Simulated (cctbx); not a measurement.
# Diagnosing a refinement

Cell a = 10.5220 Å, b = 10.5220 Å, c = 10.5220 Å, α = 90.00°, β = 90.00°, γ = 90.00°; space group Pm-3n (no. 223). The compound is Ce3Ir4Pb13.

Simulated single-crystal data (cctbx): Cu Kα, λ = 1.54184 Å, to d = 0.83 Å, 50 % of the full sphere, strongest reflection 5000 counts, noise from counting, a 6 % proportional error and a noise floor of 2 counts (s.d.); no absorption, and some extinction, which the refinements don't model.

An anisotropic refinement with weights 1/σ² prints:

```text
Rint 0.060, 211 unique reflections to 0.83 A
cycle     R1     wR2    GooF  max shift (A)
   1  0.1534  0.3812  15.045   0.00288
   2  0.0613  0.1681   6.633   0.00006
final R1 0.0612 wR2 0.1680 GooF 6.632  parameters 11  data/parameter 19.2
atom        x        y        z      Ueq    occ   su(xyz)  su(Uiso or U11)
Pb1    0.00000  0.85883  0.68918   0.0157  1.000  0.00019  0.0011
Ce1    0.00000  0.00000  0.00000  -0.0064  1.000  0.00000  0.0013  NPD
Ir1    0.75000  0.75000  0.75000   0.0185  1.000  0.00000  0.0011
Pb2    0.25000  0.00000  0.50000   0.0355  1.000  0.00000  0.0027
difference map: max 24.98 min -9.48 rms 1.40
Q1    0.0000  0.0000  0.0000    2   24.98  0.00 A from Ce1
Q2    0.2268  0.2268  0.2268   16    2.86  0.42 A from Ir1
Q3    0.0000  0.1383  0.2876   24    2.69  0.25 A from Pb1
Q4    0.0000  0.1149  0.4468   24    2.54  1.46 A from Pb1
Q5    0.0335  0.1401  0.3782   48    2.38  0.79 A from Pb1
Q6    0.0000  0.3906  0.2642   24    2.23  1.16 A from Pb2
```

**Question.** Can this result stand? If not, what is the likely fault?

Mend it. The fault: elements exchanged: Pb2 is Ce and Ce1 is Pb. Against the right model at the same level, R1 goes from 0.0103 to 0.0612 and GooF from 0.92 to 6.63, U of Ce1 shrinks from 0.0154 to -0.0064 Å², U of Pb2 swells from 0.0149 to 0.0355 Å², the top difference peak, 25.0 e/Å³, lies on Ce1 and Ce1 goes non-positive-definite. Pb2 has 24 electrons too many and its U swells to shed them, as expected; Ce1 has 24 electrons too few and its U shrinks to make up, as expected.

The compound is Ce3Ir4Pb13. The right model at the same level gives:

```text
Rint 0.060, 211 unique reflections to 0.83 A
cycle     R1     wR2    GooF  max shift (A)
   1  0.0195  0.0534   2.110   0.00029
   2  0.0103  0.0234   0.923   0.00000
final R1 0.0103 wR2 0.0234 GooF 0.923  parameters 11  data/parameter 19.2
atom        x        y        z      Ueq    occ   su(xyz)  su(Uiso or U11)
Pb1    0.00000  0.85892  0.68944   0.0181  1.000  0.00003  0.0002
Pb2    0.00000  0.00000  0.00000   0.0154  1.000  0.00000  0.0002
Ir1    0.75000  0.75000  0.75000   0.0208  1.000  0.00000  0.0001
Ce1    0.25000  0.00000  0.50000   0.0149  1.000  0.00000  0.0004
difference map: max 0.98 min -0.92 rms 0.21
Q1    0.0000  0.0000  0.0000    2    0.98  0.00 A from Pb2
Q2    0.0000  0.3056  0.0650   24    0.65  1.64 A from Pb1
Q3    0.0000  0.3979  0.1290   24    0.61  1.67 A from Ce1
Q4    0.0000  0.1672  0.4371   24    0.61  1.36 A from Pb1
Q5    0.0000  0.2886  0.2909   24    0.61  1.57 A from Pb1
Q6    0.0634  0.0953  0.3577   48    0.59  0.96 A from Pb1
```

The model is made up (kin elements in a known structure type, no relaxation), so it says nothing on whether the phase exists.

[Middle refinement cycles are left out of these outputs.]

[Logs are printed without paths, hosts, clocks, repeated set-up lines and the standing remarks that a program may print on its own settings, such as how far it seeks lower states.]
